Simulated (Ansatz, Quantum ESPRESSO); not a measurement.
# 1T-HfO2, layer by layer, part 6 of 7

What does each added layer of 1T-HfO2 bring in screening, and what does it do to the gap?

Quantum ESPRESSO 7.5; plane-wave DFT, PBEsol, GBRV ultrasoft pseudopotentials; geometry by Ansatz 0.2.0 with PAW datasets.

So far. Step 13 (Potential by pp.x, 2 layers): The slope in the vacuum is 0.100 eV/Å for an applied 0.10 V/Å, as it should be. Step 14 (Band structure, 2 layers: no field): Along this path the valence top lies between K and Γ and the conduction bottom at M.

## (16) Relaxation with Ansatz, 3 layers

Level of this step: plane-wave DFT, PBE-D3(BJ), Ansatz PAW (Ansatz 0.2.0).

System of this step: 1T-HfO2, 3 layers, AA stacking. The cell holds 9 atoms: 6 O and 3 Hf. Its edges and angles: a = 3.240 Å, b = 3.240 Å, c = 31.156 Å, α = 90.0°, β = 90.0°, γ = 120.0°. It derives from HfO2. Vacuum lies along c.

The input, input.yaml:

```yaml
crystal:
  lattice:
    - [3.24, 0.0, 0.0]
    - [-1.62, 2.8059223083, 0.0]
    - [0.0, 0.0, 31.1557726276]
  atoms:
    - { symbol: O, position: [0.6666666667, 0.3333333333, 0.2728226355] }
    - { symbol: Hf, position: [0.0, 0.0, 0.313241965] }
    - { symbol: O, position: [0.3333333333, 0.6666666667, 0.3536612944] }
    - { symbol: O, position: [0.6666666667, 0.3333333333, 0.4595806706] }
    - { symbol: Hf, position: [0.0, 0.0, 0.5] }
    - { symbol: O, position: [0.3333333333, 0.6666666667, 0.5404193294] }
    - { symbol: O, position: [0.6666666667, 0.3333333333, 0.6463387056] }
    - { symbol: Hf, position: [0.0, 0.0, 0.686758035] }
    - { symbol: O, position: [0.3333333333, 0.6666666667, 0.7271773645] }
kpoints:
  mp_grid: { grid: [12, 12, 1] }
hamiltonian:
  xc: pbe
  dispersion: d3bj
scf:
  occupations: { method: fermi_dirac, width: 0.05 }
  convergence: { dr2_threshold: 1.0e-08 }
efield:
  axis: 3
  dipole_correction: true
  ramp_position: 0.97
  ramp_width: 0.04
relax:
  f_tol: 0.01
  cell: { fix: [c, alpha, beta] }
output:
  write_potential: true
  write_density: true
  volumetric_format: npy
```

Run with:

```bash
$ ansatz run input.yaml --threads 4 --pin off --max-ram 8192MiB --backend cpu --events-out ev --progress --plain --runs-dir out
```

Numbers of over 12 decimals in the logs are rounded to 6 here.

Output:

```text
[...]
Crystal: 9 atoms, lattice volume = 283.243 Å³
Basis set: ecut = 420 eV, 5673 PW (Γ), exchange–correlation on 48×48×432 points (8 copies of the dense FFT grid, shifted against one another)
Bands: 69, of which v1, the nominal top of the filled ones, is band 57 counted from 1 (56 counted from 0)
Symmetry: 6 space group operations
k-points: 19 of 144 (time reversal used)
[...]
SCF iter   1: F=—  HF=-50580.445652 eV  |F-HF|=—  |Δ(HF+E_count)|=         —  Δρ=2.45e-3  dr2=2.13e-2  ethr=1.77e-3  p=0.000 e·Å  D=2.99e-5 V/Å  ΔV_dip=-0.00 eV  dr2_dipole=3.58e-8  V_vac-E_F(+/−)=7.07/7.07 eV  ⟨swp⟩=7.0  Hψ=5274  notcnv=0  defer=20
[...]
SCF iter  10: F=-50580.448313 eV  HF=-50580.448313 eV  |F-HF|=1.17e-9  |Δ(HF+E_count)|=  7.06e-10  Δρ=8.24e-7  dr2=1.20e-9  ethr=8.77e-12  p=0.000 e·Å  D=1.93e-6 V/Å  ΔV_dip=-0.00 eV  dr2_dipole=3.95e-12  V_vac-E_F(+/−)=7.16/7.16 eV  ⟨swp⟩=8.3  Hψ=10158  notcnv=0
SCF 1 converged in 10 iterations: F = -50580.448313 eV  dr2 = 1.20e-9
[...]
relax step   1: F+E_penalty+E_count = -50580.44831265 eV  Δ(F+E_penalty+E_count) = +0.000e0 eV  max|allowed force component| = 4.064e0 eV/Å  Δτ_max = 0.0000 Å  P = -10.863 GPa  Ω = 283.243 Å³  fix = [c, alpha, beta]  reactions: c -17.779 GPa  (10 SCF iters, accepted)
Crystal: 9 atoms, lattice volume = 280.389 Å³
Basis set: ecut = 420 eV, 5565 PW (Γ), exchange–correlation on 48×48×432 points (8 copies of the dense FFT grid, shifted against one another)
[...]
SCF iter  11: F=-50583.796566 eV  HF=-50583.796566 eV  |F-HF|=2.18e-9  |Δ(HF+E_count)|=   7.27e-9  Δρ=1.07e-6  dr2=2.44e-9  ethr=8.77e-12  p=0.000 e·Å  D=8.83e-7 V/Å  ΔV_dip=-0.00 eV  dr2_dipole=1.14e-12  V_vac-E_F(+/−)=6.05/6.05 eV  ⟨swp⟩=9.5  Hψ=9370  notcnv=0
SCF 2 converged in 11 iterations: F = -50583.796566 eV  dr2 = 2.44e-9
relax step   2: F+E_penalty+E_count = -50583.79656591 eV  Δ(F+E_penalty+E_count) = -3.348e0 eV  max|allowed force component| = 1.420e0 eV/Å  Δτ_max = 0.1948 Å  P = -3.362 GPa  Ω = 280.389 Å³  energy of the carried Pulay correction = +5.221e-3 eV  fix = [c, alpha, beta]  reactions: c -5.568 GPa  (11 SCF iters, accepted)
Crystal: 9 atoms, lattice volume = 280.789 Å³
[...]
SCF iter  10: F=-50584.147103 eV  HF=-50584.147103 eV  |F-HF|=3.14e-9  |Δ(HF+E_count)|=   1.09e-8  Δρ=1.03e-6  dr2=2.58e-9  ethr=8.77e-12  p=0.000 e·Å  D=1.80e-6 V/Å  ΔV_dip=-0.00 eV  dr2_dipole=1.63e-14  V_vac-E_F(+/−)=5.36/5.36 eV  ⟨swp⟩=9.9  Hψ=9725  notcnv=0
SCF 3 converged in 10 iterations: F = -50584.147103 eV  dr2 = 2.58e-9
[...]
relax step   3: F+E_penalty+E_count = -50584.14710322 eV  Δ(F+E_penalty+E_count) = -3.505e-1 eV  max|allowed force component| = 3.608e-1 eV/Å  Δτ_max = 0.1921 Å  P = +1.392 GPa  Ω = 280.789 Å³  energy of the carried Pulay correction = +4.487e-3 eV  fix = [c, alpha, beta]  reactions: c +0.632 GPa  (10 SCF iters, accepted)
[... from here on, the SCF cycles and remarks between the steps are left out ...]
relax step   4: F+E_penalty+E_count = -50584.19233713 eV  Δ(F+E_penalty+E_count) = -4.523e-2 eV  max|allowed force component| = 3.441e-2 eV/Å  Δτ_max = 0.1949 Å  P = -0.521 GPa  Ω = 284.587 Å³  energy of the carried Pulay correction = -2.441e-3 eV  fix = [c, alpha, beta]  reactions: c -0.536 GPa  (10 SCF iters, accepted)
relax step   5: F+E_penalty+E_count = -50584.22604670 eV  Δ(F+E_penalty+E_count) = -3.371e-2 eV  max|allowed force component| = 8.523e-2 eV/Å  Δτ_max = 0.1950 Å  P = -0.429 GPa  Ω = 283.562 Å³  energy of the carried Pulay correction = -5.807e-4 eV  fix = [c, alpha, beta]  reactions: c -0.693 GPa  (10 SCF iters, accepted)
relax step   6: F+E_penalty+E_count = -50584.25846005 eV  Δ(F+E_penalty+E_count) = -3.241e-2 eV  max|allowed force component| = 3.258e-2 eV/Å  Δτ_max = 0.1972 Å  P = -0.196 GPa  Ω = 283.219 Å³  energy of the carried Pulay correction = +4.445e-5 eV  fix = [c, alpha, beta]  reactions: c -0.480 GPa  (10 SCF iters, accepted)
relax step   7: F+E_penalty+E_count = -50584.28561455 eV  Δ(F+E_penalty+E_count) = -2.715e-2 eV  max|allowed force component| = 2.145e-2 eV/Å  Δτ_max = 0.1919 Å  P = -0.107 GPa  Ω = 283.076 Å³  energy of the carried Pulay correction = +3.036e-4 eV  fix = [c, alpha, beta]  reactions: c -0.356 GPa  (10 SCF iters, accepted)
relax step   8: F+E_penalty+E_count = -50584.30328196 eV  Δ(F+E_penalty+E_count) = -1.767e-2 eV  max|allowed force component| = 1.489e-2 eV/Å  Δτ_max = 0.1948 Å  P = -0.052 GPa  Ω = 283.143 Å³  energy of the carried Pulay correction = +1.820e-4 eV  fix = [c, alpha, beta]  reactions: c -0.171 GPa  (11 SCF iters, accepted)
relax step   9: F+E_penalty+E_count = -50584.30408526 eV  Δ(F+E_penalty+E_count) = -8.033e-4 eV  max|allowed force component| = 2.568e-2 eV/Å  Δτ_max = 0.1408 Å  P = +0.088 GPa  Ω = 283.358 Å³  energy of the carried Pulay correction = -2.096e-4 eV  fix = [c, alpha, beta]  reactions: c +0.156 GPa  (10 SCF iters, accepted)
relax step  10: F+E_penalty+E_count = -50584.30531748 eV  Δ(F+E_penalty+E_count) = -1.232e-3 eV  max|allowed force component| = 7.531e-3 eV/Å  Δτ_max = 0.0622 Å  P = -0.015 GPa  Ω = 283.273 Å³  energy of the carried Pulay correction = -5.435e-5 eV  fix = [c, alpha, beta]  reactions: c -0.037 GPa  (9 SCF iters, accepted)
[...]
SCF iter   3: F=-50584.305388 eV  HF=-50584.305388 eV  |F-HF|=1.31e-10  |Δ(HF+E_count)|=   1.72e-9  Δρ=9.58e-7  dr2=1.35e-9  ethr=6.01e-12  p=0.000 e·Å  D=1.23e-6 V/Å  ΔV_dip=-0.00 eV  dr2_dipole=2.51e-13  V_vac-E_F(+/−)=5.47/5.47 eV  ⟨swp⟩=7.1  Hψ=8978  notcnv=0
SCF 11 converged in 3 iterations: F = -50584.305388 eV  dr2 = 1.35e-9
relax step  11: F+E_penalty+E_count = -50584.30538783 eV  Δ(F+E_penalty+E_count) = -7.036e-5 eV  max|allowed force component| = 7.518e-3 eV/Å  Δτ_max = 0.0000 Å  P = -0.008 GPa  Ω = 283.273 Å³  fix = [c, alpha, beta]  reactions: c -0.035 GPa  stress off target by 5.96e-3 GPa on what of the cell is left free  SCF on the basis re-selected at this cell (its energy is not comparable with the rows above)  (3 SCF iters)
[...]
SCF converged after 3 iterations
Free energy (F): -50584.305388 eV
[...]
Internal energy: -50584.305388 eV  (E = F + TS)
E sigma→0 (E₀):  -50584.305388 eV
Fermi energy:    2.455376 eV
Dipole field:    D = 0.000002 V/Å  (p = 0.000003 e·Å, saw-weighted, corrected)
Work function:   Φ+ = 5.4659 eV   Φ− = 5.4661 eV
[...]
--- Forces (eV/Å), atoms counted from 1 ---
  atom   1  O      0.00000000    -0.00000000     0.00751832
  atom   2  Hf    -0.00000000     0.00000000     0.00062675
  atom   3  O     -0.00000000     0.00000000    -0.00594111
  atom   4  O      0.00000000    -0.00000000     0.00471623
  atom   5  Hf     0.00000000    -0.00000000    -0.00000062
  atom   6  O     -0.00000000     0.00000000    -0.00472613
  atom   7  O      0.00000000    -0.00000000     0.00594970
  atom   8  Hf     0.00000000    -0.00000000    -0.00062569
  atom   9  O     -0.00000000     0.00000000    -0.00751775
  max |Σ_I F_I| component: 3.19e-7 eV/Å
--- Stress (GPa, compression-positive) ---
        0.005960       0.000000       0.000000
        0.000000       0.005960      -0.000000
        0.000000      -0.000000      -0.035368
  P = ⅓ Tr σ = -0.0078 GPa (-0.078 kbar)
--- Band table (eV; the first three rows and the last of 19) ---
  k-point 0: bands = [... 53 lower, -0.1665, -0.1467, -0.1467, -0.1009, 5.1706, 5.1706, 5.2014, 5.2014, ... 8 higher]
  k-point 1: bands = [... 53 lower, -0.3005, -0.2689, -0.2441, -0.0337, 5.1525, 5.1851, 5.2212, 5.3376, ... 8 higher]
  k-point 2: bands = [... 53 lower, -0.4788, -0.3942, -0.1466, 0.0596, 5.0453, 5.1255, 5.2029, 5.7637, ... 8 higher]
  k-point 18: bands = [... 53 lower, -0.9723, -0.7332, -0.6163, -0.5124, 4.8346, 5.1117, 5.3940, 6.4081, ... 8 higher]
--- Relaxed structure (10 steps of the walk, 10 accepted, 1 SCFs on fresh bases) ---
[...]
cell:  # Å, volume = 283.2729 Å³
    - [3.240171, 0, 0]
    - [-1.620085, 2.806070, 0]
    - [0, 0, 31.1557726276]
  atoms:
    - { symbol: O, position: [0.666667, 0.333333, 0.318059] }
    - { symbol: Hf, position: [-2.5692245331092226e-17, 0, 0.349340] }
    - { symbol: O, position: [0.333333, 0.666667, 0.380553] }
    - { symbol: O, position: [0.666667, 0.333333, 0.468799] }
    - { symbol: Hf, position: [0, 0, 0.500000] }
    - { symbol: O, position: [0.333333, 0.666667, 0.531201] }
    - { symbol: O, position: [0.666667, 0.333333, 0.619447] }
    - { symbol: Hf, position: [2.5692465357639926e-17, 0, 0.650659] }
    - { symbol: O, position: [0.333333, 0.666667, 0.681940] }
```

Run time: 2.3 min. Hardware: 4 threads of Intel Xeon Platinum 8259CL at 2.50GHz (Skylake/Cascade Lake), shared host; peak memory 0.98 GiB.

Relaxation path:

```csv
step,energy less that of the first step (eV),largest force component (eV/Å),pressure (GPa),volume (Å³)
1,0.0000,4.0643,-10.86,283.24
2,-3.3483,1.4199,-3.36,280.39
3,-3.6988,0.3608,1.39,280.79
4,-3.7440,0.0344,-0.52,284.59
5,-3.7777,0.0852,-0.43,283.56
6,-3.8101,0.0326,-0.20,283.22
7,-3.8373,0.0214,-0.11,283.08
8,-3.8550,0.0149,-0.05,283.14
9,-3.8558,0.0257,0.09,283.36
10,-3.8570,0.0075,-0.02,283.27
11*,-3.8571,0.0075,-0.01,283.27
```

Relaxation steps marked * repeat the geometry before them on a plane-wave basis chosen anew for their cell, so energy and pressure can jump there.

```csv
cell as run,before,after,change
a (Å),3.240,3.240,+0.0 %
b (Å),3.240,3.240,+0.0 %
```

The atoms that moved most (Å, along periodic axes as changes of fractional coordinates times the final cell, across vacuum about the mean position):

```csv
atom,dx,dy,dz,length
O9,0.000,0.000,-1.409,1.409
O1,0.000,0.000,1.409,1.409
Hf8,0.000,0.000,-1.125,1.125
Hf2,0.000,0.000,1.125,1.125
O7,0.000,0.000,-0.838,0.838
O3,0.000,0.000,0.838,0.838
O4,0.000,0.000,0.287,0.287
O6,0.000,0.000,-0.287,0.287
```

Final coordinates:

```cif
data_structure
_symmetry_space_group_name_H-M 'P 1'
_symmetry_Int_Tables_number 1
_cell_length_a 3.2402
_cell_length_b 3.2402
_cell_length_c 31.1558
_cell_angle_alpha 90.000
_cell_angle_beta 90.000
_cell_angle_gamma 120.000
_cell_volume 283.27
loop_
_atom_site_label
_atom_site_type_symbol
_atom_site_fract_x
_atom_site_fract_y
_atom_site_fract_z
_atom_site_occupancy
O1 O 0.66667 0.33333 0.31806 1
Hf2 Hf 0.00000 0.00000 0.34934 1
O3 O 0.33333 0.66667 0.38055 1
O4 O 0.66667 0.33333 0.46880 1
Hf5 Hf 0.00000 0.00000 0.50000 1
O6 O 0.33333 0.66667 0.53120 1
O7 O 0.66667 0.33333 0.61945 1
Hf8 Hf 0.00000 0.00000 0.65066 1
O9 O 0.33333 0.66667 0.68194 1
```

This step gave:

| Quantity | Value |
| --- | --- |
| free energy | -50584.3054 eV |
| Fermi energy | 2.455 eV |
| gap by band count | 4.612 eV |
| dipole along the normal | 2.81e-6 e·Å |
| vacuum level at the upper face over a Fermi level inside the gap | 5.466 eV |
| vacuum level at the lower face over a Fermi level inside the gap | 5.466 eV |

## (17) Self-consistent run, 3 layers: no field

Level of this step: plane-wave DFT, PBEsol, GBRV ultrasoft pseudopotentials (Quantum ESPRESSO 7.5).

The input, n3.f0.in:

```
&control
  prefix = 'n3.f0'
  outdir = './out'
  pseudo_dir = './pseudo'
  calculation = 'scf'
  tprnfor = .true.
  tefield = .true.
  dipfield = .true.
/
&system
  ibrav = 0
  nat = 9
  ntyp = 2
  ecutwfc = 40
  ecutrho = 200
  occupations = 'smearing'
  smearing = 'fd'
  degauss = 0.004
  edir = 3
  emaxpos = 0.97
  eopreg = 0.04
  eamp = 0.0
  nbnd = 40
/
&electrons
  conv_thr = 1e-09
  mixing_beta = 0.4
  electron_maxstep = 120
  mixing_mode = 'plain'
/
ATOMIC_SPECIES
  O   15.9990  o_pbesol_v1.2.uspp.F.UPF
  Hf  178.4900  hf_pbesol_v1.uspp.F.UPF
CELL_PARAMETERS angstrom
  3.24017076568500 0.00000000000000 -0.00000000000000
  -1.62008538284250 2.80607019568289 0.00000000000000
  -0.00000000000000 -0.00000000000000 31.15577262760000
ATOMIC_POSITIONS crystal
  O   0.666666666667 0.333333333333 0.318059455057
  Hf  -0.000000000000 0.000000000000 0.349340499747
  O   0.333333333333 0.666666666667 0.380552879540
  O   0.666666666667 0.333333333333 0.468799236545
  Hf  -0.000000000000 0.000000000000 0.500000307215
  O   0.333333333333 0.666666666667 0.531201383163
  O   0.666666666667 0.333333333333 0.619446809831
  Hf  0.000000000000 -0.000000000000 0.650659191107
  O   0.333333333333 0.666666666667 0.681940237794
K_POINTS automatic
  12 12 1 0 0 0
```

Run with:

```bash
$ OMP_NUM_THREADS=1 mpirun -n 4 pw.x -nk 4 -in n3.f0.in > n3.f0.out
```

Output:

```text
[banner, memory and clock lines left out]
Program PWSCF v.7.5 starts
[...]
number of electrons       =        72.00
     number of Kohn-Sham states=           40
     kinetic-energy cutoff     =      40.0000  Ry
     charge density cutoff     =     200.0000  Ry
[...]
number of k points=    74  Fermi-Dirac smearing, width (Ry)=  0.0040
[...]
Dense  grid:    91351 G-vectors     FFT dimensions: (  27,  27, 270)
[...]
negative rho (up, down):  3.437E-01 0.000E+00
[...]
Starting wfcs are   63 randomized atomic wfcs
[...]
negative rho (up, down):  3.321E-01 0.000E+00
[...]
estimated scf accuracy    <       2.96006861 Ry
[...]
negative rho (up, down):  3.306E-01 0.000E+00
[...]
estimated scf accuracy    <       0.54672038 Ry
[...]
negative rho (up, down):  3.336E-01 0.000E+00
[...]
estimated scf accuracy    <       0.05997172 Ry
[...]
negative rho (up, down):  3.361E-01 0.000E+00
[...]
estimated scf accuracy    <       0.00322188 Ry
[...]
negative rho (up, down):  3.366E-01 0.000E+00
[...]
estimated scf accuracy    <       0.00143003 Ry
[...]
negative rho (up, down):  3.366E-01 0.000E+00
[...]
estimated scf accuracy    <       0.00083245 Ry
[...]
negative rho (up, down):  3.366E-01 0.000E+00
[...]
estimated scf accuracy    <       0.00007178 Ry
[...]
negative rho (up, down):  3.366E-01 0.000E+00
[...]
estimated scf accuracy    <       0.00000183 Ry
[...]
negative rho (up, down):  3.366E-01 0.000E+00
[...]
estimated scf accuracy    <       0.00000049 Ry
[...]
negative rho (up, down):  3.366E-01 0.000E+00
[...]
estimated scf accuracy    <       0.00000042 Ry
[...]
negative rho (up, down):  3.366E-01 0.000E+00
[...]
estimated scf accuracy    <          9.0E-09 Ry
[...]
negative rho (up, down):  3.366E-01 0.000E+00
[...]
Total length         56.5208 bohr
[...]
estimated scf accuracy    <          4.3E-09 Ry
[...]
negative rho (up, down):  3.366E-01 0.000E+00
[...]
Computed dipole along edir(3) :
        Dipole                0.0000 Ry au,          0.0000 Debye
        Dipole field          0.0000 Ry au,
        Potential amp.       -0.0000 Ry
        Total length         56.5208 bohr
[...]
the Fermi energy is     1.3530 ev
!    total energy              =    -670.30274462 Ry
     estimated scf accuracy    <          1.5E-10 Ry
     smearing contrib. (-TS)   =       0.00000000 Ry
     internal energy E=F+TS    =    -670.30274462 Ry
[...]
one-electron contribution =   -6483.77797830 Ry
     hartree contribution      =    3252.51418812 Ry
     xc contribution           =    -269.30093685 Ry
     ewald contribution        =    2830.26198242 Ry
     electric field correction =       0.00000000 Ry
     convergence has been achieved in  13 iterations
     negative rho (up, down):  3.366E-01 0.000E+00
[...]
Total force =     0.042401     Total SCF correction =     0.000027
[...]
```

The job ended after 4.3 min (4 MPI ranks; peak memory 1.4 GiB).

Numbers from this step:

- free energy: -9119.9334 eV
- Fermi energy: 1.353 eV
- dipole along the normal: 0 e·Å
- valence top, on the run's zero: -1.256 eV
- conduction bottom, on the run's zero: 3.345 eV
- gap by band count: 4.601 eV

## (18) Potential by pp.x, 3 layers

The input, n3.f0.pot.in:

```
&inputpp
  prefix = 'n3.f0'
  outdir = './out'
  filplot = 'n3.f0.pot.dat'
  plot_num = 11
/
```

Run with:

```bash
$ OMP_NUM_THREADS=1 mpirun -n 4 pp.x -in n3.f0.pot.in > n3.f0.pot.out
```

The job ended after 2.3 s (4 MPI ranks; peak memory 0.62 GiB).

Numbers from this step:

```
slope of the potential above                                          : 4.11e-6 eV/Å
upper vacuum line continued to the top atoms, over the valence top    : 7.933 eV
slope of the potential below                                          : 3.18e-6 eV/Å
lower vacuum line continued to the bottom atoms, over the valence top : 7.933 eV
vacuum level at the upper face over the valence top of the mesh       : 7.933 eV
vacuum level at the lower face over the valence top of the mesh       : 7.933 eV
```

## (19) SCF with pw.x, 3 layers: field 0.1 V/Å

n3.f1.in is the input of step 17 with these lines changed:

```diff
@@ -1,3 +1,3 @@
 &control
-  prefix = 'n3.f0'
+  prefix = 'n3.f1'
   outdir = './out'
@@ -21,3 +21,3 @@
   eopreg = 0.04
-  eamp = 0.0
+  eamp = 0.00194469
   nbnd = 40
@@ -29,2 +29,3 @@
   mixing_mode = 'plain'
+  startingpot = 'file'
 /
```

Run with:

```bash
$ cp -r out/n3.f0.save out/n3.f1.save
$ OMP_NUM_THREADS=1 mpirun -n 4 pw.x -nk 4 -in n3.f1.in > n3.f1.out
```

Output:

```text
[banner, memory and clock lines left out]
Program PWSCF v.7.5 starts
[...]
number of electrons       =        72.00
     number of Kohn-Sham states=           40
     kinetic-energy cutoff     =      40.0000  Ry
     charge density cutoff     =     200.0000  Ry
[...]
number of k points=    74  Fermi-Dirac smearing, width (Ry)=  0.0040
[...]
Dense  grid:    91351 G-vectors     FFT dimensions: (  27,  27, 270)
[...]
The initial density is read from file :
[...]
negative rho (up, down):  3.366E-01 0.000E+00
[...]
Starting wfcs are   63 randomized atomic wfcs
[...]
negative rho (up, down):  3.365E-01 0.000E+00
[...]
estimated scf accuracy    <       0.00233944 Ry
[...]
negative rho (up, down):  3.365E-01 0.000E+00
[...]
estimated scf accuracy    <       0.00265713 Ry
[...]
negative rho (up, down):  3.366E-01 0.000E+00
[...]
estimated scf accuracy    <       0.00002930 Ry
[...]
negative rho (up, down):  3.366E-01 0.000E+00
[...]
estimated scf accuracy    <       0.00003452 Ry
[...]
negative rho (up, down):  3.366E-01 0.000E+00
[...]
estimated scf accuracy    <       0.00001014 Ry
[...]
negative rho (up, down):  3.366E-01 0.000E+00
[...]
estimated scf accuracy    <       0.00000117 Ry
[...]
negative rho (up, down):  3.366E-01 0.000E+00
[...]
estimated scf accuracy    <       0.00000020 Ry
[...]
negative rho (up, down):  3.366E-01 0.000E+00
[...]
estimated scf accuracy    <       0.00000003 Ry
[...]
negative rho (up, down):  3.366E-01 0.000E+00
[...]
estimated scf accuracy    <          1.5E-09 Ry
[...]
negative rho (up, down):  3.366E-01 0.000E+00
[...]
estimated scf accuracy    <          2.9E-09 Ry
[...]
negative rho (up, down):  3.366E-01 0.000E+00
[...]
Computed dipole along edir(3) :
        Dipole                0.0834 Ry au,          0.2120 Debye
        Dipole field          0.0005 Ry au,
        E field amplitude [Ha a.u.]:  1.9447E-03
        Potential amp.        0.1578 Ry
        Total length         56.5208 bohr
[...]
the Fermi energy is     1.2442 ev
!    total energy              =    -670.30290682 Ry
     estimated scf accuracy    <          2.2E-10 Ry
     smearing contrib. (-TS)   =       0.00000000 Ry
     internal energy E=F+TS    =    -670.30290682 Ry
[...]
one-electron contribution =   -6483.77703106 Ry
     hartree contribution      =    3252.51330700 Ry
     xc contribution           =    -269.30088648 Ry
     ewald contribution        =    2830.26198242 Ry
     electric field correction =      -0.00027869 Ry
     convergence has been achieved in  11 iterations
     negative rho (up, down):  3.366E-01 0.000E+00
[...]
Total force =     0.043041     Total SCF correction =     0.000072
[...]
```

Run time: 3.4 min. Hardware: 4 MPI ranks; peak memory 1.1 GiB.

Numbers from this step:

```
free energy                          : -9119.9356 eV
Fermi energy                         : 1.244 eV
dipole along the normal              : 0.04414 e·Å
valence top, on the run's zero       : -1.110 eV
conduction bottom, on the run's zero : 3.284 eV
gap by band count                    : 4.394 eV
```

## (20) Potential by pp.x, 3 layers

The input, n3.f1.pot.in:

```
&inputpp
  prefix = 'n3.f1'
  outdir = './out'
  filplot = 'n3.f1.pot.dat'
  plot_num = 11
/
```

Run with:

```bash
$ OMP_NUM_THREADS=1 mpirun -n 4 pp.x -in n3.f1.pot.in > n3.f1.pot.out
```

Run time: 2 s. Hardware: 4 MPI ranks; peak memory 0.23 GiB; 7.4 s of CPU time.

Numbers from this step:

| Item | Value |
| --- | --- |
| slope of the potential above | 0.1000 eV/Å |
| upper vacuum line continued to the top atoms, over the valence top | 7.937 eV |
| slope of the potential below | 0.1000 eV/Å |
| lower vacuum line continued to the bottom atoms, over the valence top | 7.681 eV |

The slope in the vacuum is 0.100 eV/Å for an applied 0.10 V/Å, as it should be.

[end of part 6 of 7]

[Logs are printed without paths, hosts, clocks, repeated set-up lines and the standing remarks that a program may print on its own settings, such as how far it seeks lower states.]

[Hosts, paths, dates, database ids (printed as entryN), source tags and the programs' standing remarks are cut or masked in the printed files.]

[Maps of the electrostatic potential energy from Ansatz leave out the sawtooth potential of an applied field or a dipole correction, so their vacuum need not be flat; planar profiles and work functions include it.]
